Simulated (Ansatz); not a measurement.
**How Al(111) screens a field**

Where does the screening charge of Al(111) sit?

Method: plane-wave DFT, r2SCAN, Ansatz PAW, in Ansatz 0.2.0.

The raw output is cut from this account; settings, times and results stay.

### Step 1. The system as given

The cell holds 5 atoms: 5 Al. Cell: a = 2.864 Å, b = 2.864 Å, c = 27.353 Å, α = 90.0°, β = 90.0°, γ = 60.0°. Vacuum lies along c.

### Step 2. Atoms held, field 0

A sawtooth potential applies the field, turning back in the middle of the vacuum. With the dipole correction the typed value is the field outside the slab. The induced dipole is small, so the SCF threshold is tight.

The input, input.yaml:

```yaml
crystal:
  lattice:
    - [2.8637824638, 0.0, 0.0]
    - [1.4318912319, 2.4801083646, 0.0]
    - [0.0, 0.0, 27.3530743609]
  atoms:
    - { symbol: Al, position: [0.6666666667, 0.6666666667, 0.329030656] }
    - { symbol: Al, position: [0.0, 0.0, 0.414515328] }
    - { symbol: Al, position: [0.3333333333, 0.3333333333, 0.5] }
    - { symbol: Al, position: [0.6666666667, 0.6666666667, 0.585484672] }
    - { symbol: Al, position: [0.0, 0.0, 0.670969344] }
kpoints:
  mp_grid: { grid: [24, 24, 1] }
hamiltonian:
  xc: r2scan
scf:
  occupations: { method: fermi_dirac, width: 0.1 }
  convergence: { dr2_threshold: 1.0e-10 }
efield:
  axis: 3
  dipole_correction: true
  ramp_position: 0.97
  ramp_width: 0.06
  amplitude: 0
output:
  forces: true
  write_potential: true
  write_density: true
  volumetric_format: npy
```

On the command line:

```console
$ ansatz run input.yaml --threads 2 --pin off --max-ram 3072MiB --backend cpu --events-out ev --progress --plain --runs-dir out
```

Wall time 16 s (2 threads of Intel Xeon Platinum 8488C (Sapphire Rapids), shared host); peak memory 0.92 GiB; 31 s of CPU time.

Numbers from this step:

```yaml
energy_at_zero_smearing: -2701.1691 eV
work_function_upper_face: 4.164 eV
dipole_along_the_normal: 2.41e-7 e·Å
```

Running mean over 2.338 Å of the planar mean; the ramp of the sawtooth is left out. Electron's electrostatic potential energy less the Fermi level against z:

```
z (Å)  electron's electrostatic potential energy less the Fermi level (eV)
    4                                                                 4.16
    5                                                                 4.16
    6                                                                 4.07
    7                                                                 3.04
    8                                                                -1.32
    9                                                                -4.41
   10                                                                -4.59
   11                                                                -4.62
   12                                                                -4.62
   13                                                                -4.61
   14                                                                -4.61
   15                                                                -4.62
   16                                                                -4.61
   17                                                                -4.61
   18                                                                -4.55
   19                                                                -2.92
   20                                                                 1.76
   21                                                                 3.93
   22                                                                 4.15
   23                                                                 4.16
   24                                                                 4.16
```

Force by atom:

```
atom  x (eV/Å)  y (eV/Å)  z (eV/Å)    size
 Al1    0.0000    0.0000    0.0504  0.0504
 Al2    0.0000    0.0000    0.0684  0.0684
 Al3    0.0000    0.0000    0.0000  0.0000
 Al4    0.0000    0.0000   -0.0684  0.0684
 Al5    0.0000    0.0000   -0.0504  0.0504
```

The work function of the upper face is 4.16 eV.

### Step 3. Atoms held, field 0.05 V/Å

Edit input.yaml of step 2 so:

```diff
@@ -23,3 +23,3 @@
   ramp_width: 0.06
-  amplitude: 0
+  amplitude: 0.05
 output:
```

It took 16 s on 2 threads; peak memory 0.92 GiB.

The dipole is 0.0252 e·Å.

### Step 4. Atoms held, field -0.05 V/Å

Edit input.yaml of step 3 so:

```diff
@@ -23,3 +23,3 @@
   ramp_width: 0.06
-  amplitude: 0.05
+  amplitude: -0.05
 output:
```

Elapsed: 17 s, on 2 threads; peak memory 0.92 GiB; 33 s of CPU time.

The dipole is -0.0252 e·Å.

### Step 5. Single point, field 0.1 V/Å

Edit input.yaml of step 4 so:

```diff
@@ -23,3 +23,3 @@
   ramp_width: 0.06
-  amplitude: -0.05
+  amplitude: 0.1
 output:
```

Run time: 16 s. Hardware: 2 threads; peak memory 0.91 GiB.

The dipole is 0.0503 e·Å.

### Step 6. Single point, field -0.1 V/Å

Edit input.yaml of step 5 so:

```diff
@@ -23,3 +23,3 @@
   ramp_width: 0.06
-  amplitude: 0.1
+  amplitude: -0.1
 output:
```

The job ended after 16 s (2 threads; peak memory 0.92 GiB).

The dipole is -0.0503 e·Å.

### Step 7. Atoms held, field 0.2 V/Å

Edit input.yaml of step 6 so:

```diff
@@ -23,3 +23,3 @@
   ramp_width: 0.06
-  amplitude: -0.1
+  amplitude: 0.2
 output:
```

Wall time 16 s (2 threads); peak memory 0.92 GiB; 31 s of CPU time.

The dipole is 0.101 e·Å.

### Step 8. Single point, field -0.2 V/Å

Edit input.yaml of step 7 so:

```diff
@@ -23,3 +23,3 @@
   ramp_width: 0.06
-  amplitude: 0.2
+  amplitude: -0.2
 output:
```

Elapsed: 15 s, on 2 threads; peak memory 0.92 GiB; 30 s of CPU time.

The dipole is -0.101 e·Å.

### Step 9. Atoms held, field 0.4 V/Å

Edit input.yaml of step 8 so:

```diff
@@ -23,3 +23,3 @@
   ramp_width: 0.06
-  amplitude: -0.2
+  amplitude: 0.4
 output:
@@ -29 +29,2 @@
   volumetric_format: npy
+  elf: true
```

The job ended after 18 s (2 threads; peak memory 0.92 GiB).

Running mean over 2.338 Å of the planar mean, with the applied field; the ramp of the sawtooth is left out. The electron's electrostatic potential energy less the Fermi level by z:

z (Å), electron's electrostatic potential energy less the Fermi level (eV) and a bar from the least value:
```
      3.5       2.68 #####################
      4.0       2.88 ######################
      4.5       3.08 ######################
      5.0       3.27 #######################
      5.5       3.44 #######################
      6.0       3.56 ########################
      6.5       3.49 #######################
      7.0       2.84 ######################
      7.5       0.98 ################
      8.0      -1.36 #########
      8.5      -3.47 ###
      9.0      -4.41 #
      9.5      -4.56 
     10.0      -4.59 
     10.5      -4.61 
     11.0      -4.62 
     11.5      -4.61 
     12.0      -4.62 
     12.5      -4.62 
     13.0      -4.61 
     13.5      -4.62 
     14.0      -4.61 
     14.5      -4.61 
     15.0      -4.62 
     15.5      -4.62 
     16.0      -4.61 
     16.5      -4.62 
     17.0      -4.61 
     17.5      -4.58 
     18.0      -4.55 
     18.5      -4.26 #
     19.0      -2.91 #####
     19.5      -0.56 ############
     20.0       1.90 ###################
     20.5       3.64 ########################
     21.0       4.35 ##########################
     21.5       4.70 ###########################
     22.0       4.94 ############################
     22.5       5.14 ############################
     23.0       5.35 #############################
     23.5       5.55 #############################
     24.0       5.75 ##############################
```

The dipole is 0.201 e·Å.

### Step 10. The response

This step: plane-wave DFT, r2SCAN, Ansatz PAW; screening of a field by a metal slab (Ansatz 0.2.0).

The dipoles give the slope, and the difference of two potentials shows where the field is screened.

This step gave:

```
equivalent conductor thickness p/(ε₀AE)      : 12.82 Å
distance between the outer atoms             : 9.353 Å
inner field over outer field                 : -9.04e-4
image plane, upper face                      : 1.686 Å
induced electrons on the upper face over ε₀E : -1.007
image plane, lower face                      : 1.686 Å
induced electrons on the lower face over ε₀E : 1.007
```

The dipole of the cell by applied field:

```
applied field (V/Å)  dipole of the cell (e·Å)
             -0.200                    -0.101
             -0.100                   -0.0503
             -0.050                   -0.0252
              0.000                    2.4e-7
              0.050                    0.0252
              0.100                    0.0503
              0.200                     0.101
              0.400                     0.201
```

Local field over the applied field, running mean. From the potentials at -0.05 and 0.05 V/Å; running mean over 2.338 Å. Local field over applied field against z:

```
z (Å)  local field over applied field
  4.5                           0.994
  5.0                           0.984
  5.5                           0.960
  6.0                           0.905
  6.5                           0.798
  7.0                           0.629
  7.5                           0.424
  8.0                           0.238
  8.5                          0.0981
  9.0                          0.0150
  9.5                        -0.00766
 10.0                         0.00198
 10.5                         0.00336
 11.0                        -0.00251
 11.5                        -0.00161
 12.0                         0.00111
 12.5                        -0.00106
 13.0                        -0.00184
 13.5                          6.8e-4
 14.0                          2.7e-5
 14.5                        -0.00217
 15.0                         -1.6e-4
 15.5                          7.9e-4
 16.0                        -0.00262
 16.5                        -0.00118
 17.0                         0.00449
 17.5                        -0.00125
 18.0                        -0.00642
 18.5                          0.0331
 19.0                           0.134
 19.5                           0.288
 20.0                           0.484
 20.5                           0.685
 21.0                           0.836
 21.5                           0.925
 22.0                           0.969
 22.5                           0.988
 23.0                           0.995
```

The induced electron density oscillates, so the rows of the table below give means over 1 Å (shorter at the two ends). Its distinct maxima (Å: e/Å³ per V/Å): 7.7: 0.00362, 9.8: 4.0e-4, 18.5: 8.2e-4. Distinct minima: 8.9: -8.2e-4, 17.5: -4.0e-4, 19.7: -0.00362.

Electrons, planar mean, per unit field. The induced electron density by z; means over each step:

```
z (Å)  induced electron density (e/Å³ per V/Å)
    5                                   9.7e-5
    6                                   6.0e-4
    7                                  0.00235
    8                                  0.00273
    9                                  -4.1e-4
   10                                   2.0e-4
   11                                  -7.3e-5
   12                                   1.6e-6
   13                                   4.2e-5
   14                                  -6.8e-5
   15                                   7.8e-5
   16                                  -5.3e-5
   17                                  -3.0e-5
   18                                   2.2e-4
   19                                 -0.00139
   20                                 -0.00305
   21                                 -0.00104
   22                                  -1.9e-4
   23                                  -3.3e-5
```

By hand: between -0.05 and 0.05 V/Å the dipole changes by 0.05032 e·Å, a slope of 0.5032 e·Å²/V. A perfect conductor of thickness t has p = ε₀AEt, so t = 180.95 × 0.5032 / 7.102 = 12.82 Å (e/ε₀ = 180.95 V·Å, A in Å²). Less the 9.35 Å between the outer atoms, and halved, that puts each image plane 1.73 Å out.

The induced dipole is that of a conductor 12.82 Å thick.

### Step 11. Varying the input: efield.amplitude = 0.02

This step: plane-wave DFT, r2SCAN, Ansatz PAW (Ansatz 0.2.0).

A run with a changed input: it repeats the earlier run at 0.05 V/Å with efield.amplitude from 0.05 to 0.02.

Edit input.yaml of step 9 so:

```diff
@@ -23,3 +23,3 @@
   ramp_width: 0.06
-  amplitude: 0.4
+  amplitude: 0.02
 output:
@@ -29,2 +29 @@
   volumetric_format: npy
-  elf: true
```

Elapsed: 17 s, on 2 threads; peak memory 0.92 GiB; 33 s of CPU time.

Numbers from this step:

* energy at zero smearing: -2701.1692 eV
* dipole along the normal: 0.01006 e·Å

Force by atom:

```
atom  x (eV/Å)  y (eV/Å)  z (eV/Å)    size
 Al1    0.0000    0.0000    0.0505  0.0505
 Al2    0.0000    0.0000    0.0682  0.0682
 Al3    0.0000    0.0000    0.0002  0.0002
 Al4    0.0000    0.0000   -0.0687  0.0687
 Al5    0.0000    0.0000   -0.0502  0.0502
```

```
                     quantity  this run  earlier run  difference
dipole along the normal (e·Å)   0.01006      0.02516      -0.015
```

The applied field differs, and the slope found earlier predicts a dipole of 0.0101 e·Å; this run gives 0.0101 e·Å, in line with it.

### Step 12. The same run with other settings

An input spoilt on purpose, to show how the run answers: it repeats the earlier run at 0.05 V/Å with efield.ramp_width from 0.06 to 0.9, and scf.max_iter set to 75.

Edit input.yaml of step 11 so:

```diff
@@ -18,2 +18,3 @@
   convergence: { dr2_threshold: 1.0e-10 }
+  max_iter: 75
 efield:
@@ -22,4 +23,4 @@
   ramp_position: 0.97
-  ramp_width: 0.06
-  amplitude: 0.02
+  ramp_width: 0.9
+  amplitude: 0.05
 output:
```

It took 0.22 s on 2 threads; peak memory 0.35 GiB; 0.33 s of CPU time.

The input was rejected at the start.

The program's message: “Error: efield: ion 0 (Al) at fractional coordinate 0.3290 along the field axis lies inside the sawtooth ramp with 2 of the planes that the density is read on at each end, [0.9600, 0.8800] — the ramp m …”

The fault put into the input: a ramp so wide that it reaches the atoms.

### Step 13. Outcome

```
work function                                : 4.16 eV
image plane, upper face                      : 1.69 Å
induced electrons on the upper face over ε₀E : -1.01
equivalent conductor thickness p/(ε₀AE)      : 12.8 Å
inner field over outer field                 : -9.0e-4
```

**Reading.** The induced charge has its centre 1.69 Å outside the outermost atoms; this is the plane from which a capacitor's gap or an image potential counts. The equivalent conductor thickness exceeds the distance between the outer atoms by 3.47 Å, about the sum of the two image-plane distances. In the middle of the slab the field is screened to under 0.5 % of its outer value. The atoms are held at bulk positions with the tabulated experimental lattice constant.

[Long decimals in the printed logs are rounded to 6 places.]

[Logs are printed without paths, hosts, clocks, repeated set-up lines and the standing remarks that a program may print on its own settings, such as how far it seeks lower states.]

[Hosts, paths, dates, database ids (printed as entryN), source tags and the programs' standing remarks are cut or masked in the printed files.]

[Maps of the electrostatic potential energy from Ansatz leave out the sawtooth potential of an applied field or a dipole correction, so their vacuum need not be flat; planar profiles and work functions include it.]
